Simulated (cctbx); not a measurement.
# Accept or mend?

Cell a = 6.8570 Å, b = 6.8570 Å, c = 29.3880 Å, α = 90.00°, β = 90.00°, γ = 90.00°; space group I4_1/acd (no. 142, origin choice 1).

Simulated single-crystal data (cctbx): synchrotron X-rays, λ = 0.7749 Å, to d = 0.8 Å, 95 % of the full sphere, strongest reflection 70000 counts, noise from counting, a 3 % proportional error and a noise floor of 2 counts (s.d.); no absorption.

An anisotropic refinement with weights 1/σ² prints:

```text
Rint 0.021, 48 unique reflections to 1.60 A
cycle     R1     wR2    GooF  max shift (A)
   1  0.0040  0.0155   0.966   0.00075
   3  0.0034  0.0126   0.782   0.00000
final R1 0.0034 wR2 0.0125 GooF 0.782  parameters 18  data/parameter 2.7
atom        x        y        z      Ueq    occ   su(xyz)  su(Uiso or U11)
Ag1    0.00000  0.00000  0.42977   0.0076  1.000  0.00003  0.0010
Br1    0.00000  0.00000  0.32873   0.0061  1.000  0.00003  0.0014
Br2    0.26627  0.73373  0.25000   0.0075  1.000  0.00006  0.0009
Fe1    0.50000  0.00000  0.00000   0.0082  1.000  0.00000  0.0011
difference map: max 0.08 min -0.07 rms 0.02
Q1    0.9803  0.1482  0.1483   32    0.08  1.23 A from Br1
Q2    0.0190  0.0814  0.2977   32    0.05  1.08 A from Br1
Q3    0.9875  0.1266  0.4032   32    0.05  1.17 A from Ag1
Q4    0.0000  0.0000  0.2845   16    0.05  1.01 A from Fe1
Q5    0.2222  0.2222  0.1375   32    0.04  2.37 A from Br1
Q6    0.0000  0.0000  0.0377   16    0.04  0.96 A from Ag1
```

Q: Accept it or mend it, and why?

Mend it. The fault: data cut at low resolution. Against the right model at the same level, R1 goes from 0.0060 to 0.0034 and GooF from 0.95 to 0.78. The atoms are right, but there are too few data for the parameters: R1 flatters and the s.u.s grow. Data per parameter fall from 19.9 to 2.7.

The compound is FeAg2Br4. The right model at the same level gives:

```text
Rint 0.026, 359 unique reflections to 0.80 A
cycle     R1     wR2    GooF  max shift (A)
   1  0.0061  0.0188   0.962   0.00011
   2  0.0060  0.0186   0.948   0.00000
final R1 0.0060 wR2 0.0186 GooF 0.947  parameters 18  data/parameter 19.9
atom        x        y        z      Ueq    occ   su(xyz)  su(Uiso or U11)
Ag1    0.00000  0.00000  0.42979   0.0074  1.000  0.00001  0.0005
Br1    0.00000  0.00000  0.32870   0.0061  1.000  0.00001  0.0006
Br2    0.26630  0.73370  0.25000   0.0075  1.000  0.00002  0.0001
Fe1    0.50000  0.00000  0.00000   0.0083  1.000  0.00000  0.0001
difference map: max 0.27 min -0.38 rms 0.08
Q1    0.0175  0.0998  0.0675   32    0.29  0.70 A from Ag1
Q2    0.2292  0.2553  0.2885   32    0.28  1.14 A from Br2
Q3    0.1630  0.2277  0.3567   32    0.27  2.09 A from Br1
Q4    0.0000  0.0000  0.1285   16    0.26  1.26 A from Br1
Q5    0.0741  0.1341  0.8915   32    0.25  1.54 A from Ag1
Q6    0.0084  0.0821  0.3053   32    0.25  0.89 A from Br1
```

Isotropic U is held between 0.0001 and 1 Å² by the program, and listed peak heights are interpolated, so they can pass the grid's maximum.

The model was made for the exercise: a known structure type with other elements put in, its volume estimated, not relaxed; displacement parameters are assumed.

[Middle refinement cycles are left out of these outputs.]

[Logs are printed without paths, hosts, clocks, repeated set-up lines and the standing remarks that a program may print on its own settings, such as how far it seeks lower states.]
